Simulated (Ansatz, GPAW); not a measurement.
## A 3-layer slab of Rh(111): simulated STM images

Aim: Tersoff-Hamann images of a 3-layer slab of Rh(111) at several biases.

Main program and level: GPAW 26.7.0 and Ansatz 0.2.0; GPAW, PAW setups; slab in vacuum, in the first sound run; inputs show where later runs differ.

**1. Starting point**

The cell holds 3 atoms: 3 Rh. Cell: a = 2.687 Å, b = 2.687 Å, c = 18.388 Å, α = 90.0°, β = 90.0°, γ = 60.0°. Vacuum lies along c.

**2. Relaxation**

Forces are removed first; all later runs use this geometry. The lowest 1 atoms are held at bulk positions and keep their forces.

Contents of run.py:

```python
import json
import numpy as np
from ase import Atoms
from ase.constraints import FixAtoms
from ase.optimize import BFGS
from gpaw import GPAW, PW

slab = Atoms(
    ['Rh', 'Rh', 'Rh'],
    positions=[
        [1.34350, 0.77567, 7.00000],
        [2.68701, 1.55134, 9.19393],
        [0.00000, 0.00000, 11.38786]],
    cell=[[2.68701, 0.0, 0.0], [1.3435, 2.32702, 0.0], [0.0, 0.0, 18.38786]],
    pbc=[True, True, False])

slab.calc = GPAW(mode=PW(400), xc='PBE', kpts={'size': (13, 13, 1), 'gamma': True},
                 occupations={'name': 'fermi-dirac', 'width': 0.1}, nbands='140%',
                 convergence={'density': 0.0001}, maxiter=200,
                 poissonsolver={'dipolelayer': 'xy'},
                 symmetry={'tolerance': 1e-3, 'extra_ids': [1, 0, 0]}, txt='slab.txt')
result = {}
slab.set_constraint(FixAtoms([0]))
path = []
opt = BFGS(slab, maxstep=0.2)
opt.attach(lambda: path.append((slab.get_potential_energy(), slab.positions.tolist(), slab.get_forces().tolist())))
result['relaxed'] = bool(opt.run(fmax=0.05, steps=30))
result['path'] = path
energy = slab.get_potential_energy()
fermi = slab.calc.get_fermi_level()
v = slab.calc.get_electrostatic_potential().mean((0, 1)) - fermi
n = slab.calc.get_pseudo_density().mean((0, 1))
L = slab.cell[2, 2]
z = np.arange(len(v)) * L / len(v)
low, high = slab.positions[:, 2].min(), slab.positions[:, 2].max()
below, above = np.interp([low - 4.8, high + 4.8], z, v)
slopes = [np.interp(x, z, np.gradient(v, z)) for x in (low - 4.8, high + 4.8)]
eps = np.array([[slab.calc.get_eigenvalues(k, s) for k in range(len(slab.calc.get_ibz_k_points()))]
                for s in range(slab.calc.get_number_of_spins())]) - fermi
top, bottom = eps[eps < 0].max(), eps[eps > 0].min()
dipole = slab.get_dipole_moment()[2]
print(f'energy {energy:.4f} eV, Fermi level {fermi:.4f} eV, dipole {dipole:.5f} e A')
print(f'potential 4.8 A off the faces, from the Fermi level: lower {below:.4f} eV, upper {above:.4f} eV')
print(f'slope of the potential there: lower {slopes[0]:.5f}, upper {slopes[1]:.5f} eV/A')
print(f'nearest levels on the mesh: {top:.4f} and {bottom:.4f} eV')
print('magnetic moment', round(slab.get_magnetic_moment(), 3))
result.update(energy=energy, fermi=fermi, dipole=dipole, below=below, above=above, slopes=slopes, edges=[top, bottom],
              z=z.tolist(), v=v.tolist(), n=n.tolist(), positions=slab.positions.tolist(),
              forces=slab.get_forces(apply_constraint=False).tolist(), moments=slab.get_magnetic_moments().tolist())
json.dump(result, open('result.json', 'w'))
```

On the command line:

```bash
$ OMP_NUM_THREADS=1 OPENBLAS_NUM_THREADS=1 python run.py
```

The log of the run:

```text
Step          Energy          fmax
BFGS:    0      -20.366709        0.145257
BFGS:    1      -20.367011        0.111105
BFGS:    2      -20.367787        0.092651
BFGS:    3      -20.362479        0.383232
BFGS:    4      -20.368763        0.120777
BFGS:    5      -20.368910        0.094633
BFGS:    6      -20.369403        0.042263
energy -20.2816 eV, Fermi level 1.0201 eV, dipole -0.00130 e A
potential 4.8 A off the faces, from the Fermi level: lower 5.0642 eV, upper 5.0638 eV
slope of the potential there: lower -0.00009, upper -0.00004 eV/A
nearest levels on the mesh: -0.0054 and 0.0290 eV
magnetic moment 0.0
```

The job ended after 2.6 min (1 thread of Intel Xeon Platinum 8488C (Sapphire Rapids), shared host; peak memory 0.18 GiB).

The steps of the relaxation:

```csv
step,energy less that of the first step (eV),largest force (eV/Å)
1,0.0000,0.1453
2,-0.0004,0.1111
3,-0.0016,0.0927
4,0.0005,0.3832
5,-0.0035,0.1208
6,-0.0037,0.0946
7,-0.0045,0.0423
```

The atoms that moved most (Å):

```csv
atom,dx,dy,dz,length
Rh3,0.000,0.000,-0.032,0.032
Rh2,0.000,0.000,-0.013,0.013
```

The relaxed structure:

```xyz
3
Lattice="2.6870 0.0000 0.0000 1.3435 2.3270 0.0000 0.0000 0.0000 18.3879" Properties=species:S:1:pos:R:3
Rh    1.3435    0.7757    7.0000
Rh    2.6870    1.5513    9.1806
Rh    0.0000    0.0000   11.3558
```

Numbers from this step:

* dipole along the normal: -0.001300 e·Å
* levels nearest the Fermi level on the mesh: -0.005445, 0.02902 eV from the Fermi level
* upper work function: 5.064 eV
* lower work function: 5.064 eV

Table of electrostatic potential energy of an electron (without an applied field's), less the Fermi level, planar mean by z:

z (Å), electrostatic potential energy of an electron (without an applied field's), less the Fermi level, planar mean (eV) and a bar from the least value:
```
      0.0        5.1 ##############################
      0.5        5.1 ##############################
      1.0        5.1 ##############################
      1.5        5.1 ##############################
      2.0        5.1 ##############################
      2.5        5.1 ##############################
      3.0        5.1 ##############################
      3.5        5.1 ##############################
      4.0        5.0 ##############################
      4.5        5.0 ##############################
      5.0        4.7 ##############################
      5.5        3.9 #############################
      6.0        0.5 ##########################
      6.5      -11.5 ##############
      7.0      -25.7 
      7.5      -11.7 ##############
      8.0       -1.1 ########################
      8.5       -6.3 ###################
      9.0      -23.6 ##
      9.5      -19.1 ######
     10.0       -3.2 ######################
     10.5       -2.5 #######################
     11.0      -17.3 ########
     11.5      -24.0 ##
     12.0       -6.7 ###################
     12.5        2.0 ###########################
     13.0        4.2 #############################
     13.5        4.8 ##############################
     14.0        5.0 ##############################
     14.5        5.0 ##############################
     15.0        5.1 ##############################
     15.5        5.1 ##############################
     16.0        5.1 ##############################
     16.5        5.1 ##############################
     17.0        5.1 ##############################
     17.5        5.1 ##############################
     18.0        5.1 ##############################
```

Pseudo valence density, planar mean against z:

z (Å), pseudo valence density, planar mean (e/Å³) and a bar:
```
     0.00       0.00 
     0.61       0.00 
     1.23       0.00 
     1.84       0.00 
     2.45       0.00 
     3.06       0.00 
     3.68       0.00 
     4.29       0.00 
     5.11       0.02 
     5.72       0.08 #
     6.33       0.50 ######
     6.95       2.56 ##############################
     7.56       0.73 #########
     8.17       0.34 ####
     8.79       1.22 ##############
     9.40       2.02 ########################
    10.01       0.40 #####
    10.62       0.48 ######
    11.24       2.40 ############################
    11.85       0.87 ##########
    12.46       0.14 ##
    13.08       0.03 
    13.89       0.00 
    14.51       0.00 
    15.12       0.00 
    15.73       0.00 
    16.34       0.00 
    16.96       0.00 
    17.57       0.00 
    18.18       0.00
```

The relaxation lowered the energy of the cell by 0.00448 eV (energies extrapolated to zero smearing; the optimiser's log prints free energies). The largest force left on a free atom is 0.042 eV/Å.

**3. The slab's potential**

The work function is the vacuum plateau of the electrostatic potential less the Fermi level; a dipole layer lets the two faces have plateaus of their own.

run.py, as its differences from that of step 2:

```diff
@@ -3,4 +3,3 @@
 from ase import Atoms
-from ase.constraints import FixAtoms
-from ase.optimize import BFGS
+from ase.dft.stm import STM
 from gpaw import GPAW, PW
@@ -11,4 +10,4 @@
         [1.34350, 0.77567, 7.00000],
-        [2.68701, 1.55134, 9.19393],
-        [0.00000, 0.00000, 11.38786]],
+        [2.68701, 1.55134, 9.18063],
+        [-0.00000, -0.00000, 11.35581]],
     cell=[[2.68701, 0.0, 0.0], [1.3435, 2.32702, 0.0], [0.0, 0.0, 18.38786]],
@@ -18,12 +17,6 @@
                  occupations={'name': 'fermi-dirac', 'width': 0.1}, nbands='140%',
-                 convergence={'density': 0.0001}, maxiter=200,
+                 convergence={'density': 1e-05}, maxiter=200,
                  poissonsolver={'dipolelayer': 'xy'},
-                 symmetry={'tolerance': 1e-3, 'extra_ids': [1, 0, 0]}, txt='slab.txt')
+                 symmetry={'tolerance': 1e-3}, txt='slab.txt')
 result = {}
-slab.set_constraint(FixAtoms([0]))
-path = []
-opt = BFGS(slab, maxstep=0.2)
-opt.attach(lambda: path.append((slab.get_potential_energy(), slab.positions.tolist(), slab.get_forces().tolist())))
-result['relaxed'] = bool(opt.run(fmax=0.05, steps=30))
-result['path'] = path
 energy = slab.get_potential_energy()
@@ -49,2 +42,16 @@
               forces=slab.get_forces(apply_constraint=False).tolist(), moments=slab.get_magnetic_moments().tolist())
+
+# Images need the states of the whole zone, up to time reversal
+slab.calc = slab.calc.fixed_density(symmetry={'point_group': False}, txt='states.txt',
+                                    convergence={'bands': 'CBM+1.8'})
+stm = STM(slab)
+result['stm'] = []
+for bias in [-2.0, -1.0, 1.5]:
+    height = high + 4.0
+    current = stm.get_averaged_current(bias, height)
+    x, y, h = stm.scan(bias, current)
+    i, f = divmod(height / L * stm.ldos.shape[2], 1)
+    I = abs((1 - f) * stm.ldos[:, :, int(i)] + f * stm.ldos[:, :, int(i) + 1])
+    print(f'bias {bias} V: mean current at 4.0 A {current:.4e}, corrugation {np.ptp(h):.4f} A')
+    result['stm'].append(dict(bias=bias, current=current, h=(h - high).tolist(), I=I.tolist()))
 json.dump(result, open('result.json', 'w'))
```

The log of the run:

```text
energy -20.2816 eV, Fermi level 1.0199 eV, dipole -0.00011 e A
potential 4.8 A off the faces, from the Fermi level: lower 5.0649 eV, upper 5.0644 eV
slope of the potential there: lower -0.00053, upper 0.00042 eV/A
nearest levels on the mesh: -0.0054 and 0.0290 eV
magnetic moment 0.0
bias -2.0 V: mean current at 4.0 A 3.1833e-05, corrugation 0.0289 A
bias -1.0 V: mean current at 4.0 A 2.1973e-05, corrugation 0.0291 A
bias 1.5 V: mean current at 4.0 A 5.0072e-05, corrugation 0.0307 A
```

Elapsed: 99 s, on 1 thread; peak memory 0.32 GiB.

This step gave:

```yaml
dipole_along_the_normal: -1.06e-4 e·Å
levels_nearest_the_fermi_level_on_the_mesh: -0.005425, 0.02904 eV from the Fermi level
lower_work_function: 5.065 eV
corrugation_minus_2: 0.02893 Å
corrugation_minus_1: 0.02913 Å
corrugation_1p5: 0.03066 Å
```

Table of electrostatic potential energy of an electron (without an applied field's), less the Fermi level, planar mean by z:

```csv
z (Å),"electrostatic potential energy of an electron (without an applied field's), less the Fermi level, planar mean (eV)"
0.0,5.06
0.5,5.07
1.0,5.07
1.5,5.07
2.0,5.07
2.5,5.06
3.0,5.06
3.5,5.06
4.0,5.04
4.5,4.98
5.0,4.74
5.5,3.87
6.0,0.541
6.5,-11.5
7.0,-25.7
7.5,-11.7
8.0,-1.08
8.5,-6.29
9.0,-23.6
9.5,-19.1
10.0,-3.23
10.5,-2.45
11.0,-17.3
11.5,-24.0
12.0,-6.69
12.5,1.99
13.0,4.24
13.5,4.84
14.0,5.00
14.5,5.05
15.0,5.06
15.5,5.06
16.0,5.06
16.5,5.06
17.0,5.06
17.5,5.06
18.0,5.06
```

Table of pseudo valence density, planar mean by z:

```csv
z (Å),"pseudo valence density, planar mean (e/Å³)"
0.00,0
0.41,0
1.02,0
1.43,0
2.04,5.8e-6
2.45,1.7e-5
2.86,4.7e-5
3.47,2.3e-4
3.88,6.6e-4
4.49,0.00323
4.90,0.00940
5.31,0.0276
5.92,0.153
6.33,0.499
6.95,2.56
7.36,1.39
7.76,0.456
8.38,0.416
8.79,1.22
9.40,2.02
9.81,0.598
10.42,0.360
10.83,0.803
11.24,2.40
11.85,0.874
12.26,0.254
12.87,0.0439
13.28,0.0148
13.69,0.00505
14.30,0.00103
14.71,3.6e-4
15.32,7.4e-5
15.73,2.6e-5
16.14,9.0e-6
16.75,0
17.16,0
17.77,0
18.18,0
```

Tip height over the top atom over a1 and a2. Sample bias -2 V, constant current at the mean current 4.0 Å over the top atom.

Ten even steps from '_' (3.983 Å) to '@' (4.012 Å):
```
####%%%%##**++++++++**##%%%%
%%%%%%%%##++==========++##%%
@@@@@@@@##++--::....::--++##
##%%@@%%##**==::______::==**
****####****++==..____..==++
**++======++**++==..__..==++
++++--------++++++==::::==++
**++--::::::--++**++==--==++
**++--::....::--++****++++**
##**==--::..::--==**########
@@%%##==--::::--==##%%@@%%%%
%%@@@@##==------==##@@@@%%%%
##%%@@%%**++++++++**%%@@%%##
**##%%@@##****++****##@@%%##
```
Columns: a1 from 0 to 0.929; rows upwards: a2 from 0 to 0.929.

Local density of states summed over the bias window over a1 and a2. Sample bias -2 V, constant height 4.0 Å over the top atom.

Ten even steps from '_' (3.08 × 1e-5 arbitrary) to '@' (3.27 × 1e-5 arbitrary):
```
####%%%%##**++++++++**##%%%%
@@@@@@%%##++==------==++##%%
@@@@@@@@##++--::....::--++##
##%%@@%%##**==::______::==**
************++--..____..--++
++++======++++++--..__..--++
++==--::::--==++++--::::--++
++==--::..::--==++++==--==++
**++--::....::--++****++++**
##**==::......::==**########
@@%%**==::::::::==**%%@@%%%%
@@@@@@**==------==**@@@@@@%%
##@@@@%%**++====++**%%@@@@##
**##@@@@##**++++++**##@@@@##
```
Columns: a1 from 0 to 0.929; rows upwards: a2 from 0 to 0.929.

Tip height over the top atom over a1 and a2. Sample bias -1 V, constant current at the mean current 4.0 Å over the top atom.

Ten even steps from '_' (3.984 Å) to '@' (4.013 Å):
```
@@@@%%##****++====++****##%%
@@@@@@##**++====--====++**##
%%@@@@%%**++==::....::==++**
####%%####**==::______::==**
************++==..____..==++
++==========++==--..__..--==
==--::----::--======::::====
++--::..::..::--++++======++
**==::........::==****++++**
##**==--::..::--==**##******
%%##**==--....--==**##%%####
@@@@%%**==::::::==**%%@@@@%%
@@@@@@##**==----==**##@@@@@@
@@@@@@%%##**++==++**##%%@@@@
```
Columns: a1 from 0 to 0.929; rows upwards: a2 from 0 to 0.929.

Local density of states summed over the bias window over a1 and a2. Sample bias -1 V, constant height 4.0 Å over the top atom.

Ten even steps from '_' (2.13 × 1e-5 arbitrary) to '@' (2.26 × 1e-5 arbitrary):
```
@@@@%%##**++++====++++**##%%
@@@@@@##**++==------==++**##
%%@@@@%%**++--::....::--++**
**######**++==::______::==++
++++****++++++--..____..--++
================--..__..--==
==--::----::--====--::::--==
==--..........--==++==--==++
++==::........::==++++++++++
**++==--......--==++********
%%##**==--....--==**##%%####
@@@@##**==::..::==**##@@@@%%
@@@@@@##++==----==++##@@@@@@
@@@@@@%%**++======++**%%@@@@
```
Columns: a1 from 0 to 0.929; rows upwards: a2 from 0 to 0.929.

Tip height over the top atom over a1 and a2. Sample bias 1.5 V, constant current at the mean current 4.0 Å over the top atom.

Values in Å, 14 rows by 14 columns:
```
4.019 4.019 4.014 4.008 4.004 4.001 3.996 3.992 3.992 3.996 4.001 4.004 4.008 4.014
4.012 4.013 4.012 4.008 4.005 4.003 3.999 3.994 3.991 3.994 3.999 4.003 4.005 4.008
4.005 4.006 4.006 4.005 4.004 4.003 4.001 3.996 3.992 3.992 3.996 4.001 4.003 4.004
4.001 4.003 4.004 4.003 4.001 4.001 3.999 3.996 3.994 3.993 3.994 3.996 3.999 4.001
3.999 4.001 4.002 4.002 4.001 3.999 3.996 3.994 3.992 3.993 3.993 3.992 3.994 3.996
3.994 3.997 3.999 4.000 3.999 3.997 3.994 3.992 3.991 3.992 3.994 3.992 3.991 3.992
3.992 3.993 3.995 3.996 3.996 3.995 3.993 3.992 3.992 3.994 3.996 3.996 3.994 3.992
3.994 3.993 3.992 3.992 3.992 3.992 3.992 3.993 3.994 3.996 3.999 4.001 3.999 3.996
3.999 3.997 3.995 3.992 3.991 3.991 3.992 3.995 3.997 3.999 4.001 4.003 4.003 4.001
4.001 4.001 3.999 3.996 3.992 3.991 3.992 3.996 3.999 4.001 4.001 4.004 4.005 4.004
4.005 4.003 4.002 4.000 3.996 3.992 3.992 3.996 4.000 4.002 4.003 4.005 4.008 4.008
4.012 4.006 4.004 4.002 3.999 3.995 3.992 3.995 3.999 4.002 4.004 4.006 4.012 4.014
4.019 4.013 4.006 4.003 4.001 3.997 3.993 3.993 3.997 4.001 4.003 4.006 4.013 4.019
4.021 4.019 4.012 4.005 4.001 3.999 3.994 3.992 3.994 3.999 4.001 4.005 4.012 4.019
```
Columns: a1 from 0 to 0.929; rows upwards: a2 from 0 to 0.929.

Local density of states summed over the bias window over a1 and a2. Sample bias 1.5 V, constant height 4.0 Å over the top atom.

Values in units of 1e-5 arbitrary, 14 rows by 14 columns:
```
5.2 5.2 5.1 5.1 5.0 5.0 5.0 4.9 4.9 5.0 5.0 5.0 5.1 5.1
5.1 5.1 5.1 5.1 5.1 5.0 5.0 5.0 4.9 5.0 5.0 5.0 5.1 5.1
5.1 5.1 5.1 5.1 5.0 5.0 5.0 5.0 4.9 4.9 5.0 5.0 5.0 5.0
5.0 5.0 5.0 5.0 5.0 5.0 5.0 5.0 4.9 4.9 4.9 5.0 5.0 5.0
5.0 5.0 5.0 5.0 5.0 5.0 5.0 5.0 4.9 4.9 4.9 4.9 5.0 5.0
5.0 5.0 5.0 5.0 5.0 5.0 5.0 4.9 4.9 4.9 4.9 4.9 4.9 4.9
4.9 4.9 5.0 5.0 5.0 5.0 4.9 4.9 4.9 5.0 5.0 5.0 5.0 4.9
5.0 4.9 4.9 4.9 4.9 4.9 4.9 4.9 5.0 5.0 5.0 5.0 5.0 5.0
5.0 5.0 5.0 4.9 4.9 4.9 4.9 5.0 5.0 5.0 5.0 5.0 5.0 5.0
5.0 5.0 5.0 5.0 4.9 4.9 4.9 5.0 5.0 5.0 5.0 5.0 5.1 5.0
5.1 5.0 5.0 5.0 5.0 4.9 4.9 5.0 5.0 5.0 5.0 5.1 5.1 5.1
5.1 5.1 5.0 5.0 5.0 5.0 4.9 5.0 5.0 5.0 5.0 5.1 5.1 5.1
5.2 5.1 5.1 5.0 5.0 5.0 4.9 4.9 5.0 5.0 5.0 5.1 5.1 5.2
5.2 5.2 5.1 5.1 5.0 5.0 5.0 4.9 5.0 5.0 5.0 5.1 5.1 5.2
```
Columns: a1 from 0 to 0.929; rows upwards: a2 from 0 to 0.929.

The potential is flat to 5.3e-4 eV/Å where it is read, so the vacuum is wide enough.

[end of part 1 of 2]

[Logs are printed without paths, hosts, clocks, repeated set-up lines and the standing remarks that a program may print on its own settings, such as how far it seeks lower states.]

[Hosts, paths, dates, database ids (printed as entryN), source tags and the programs' standing remarks are cut or masked in the printed files.]
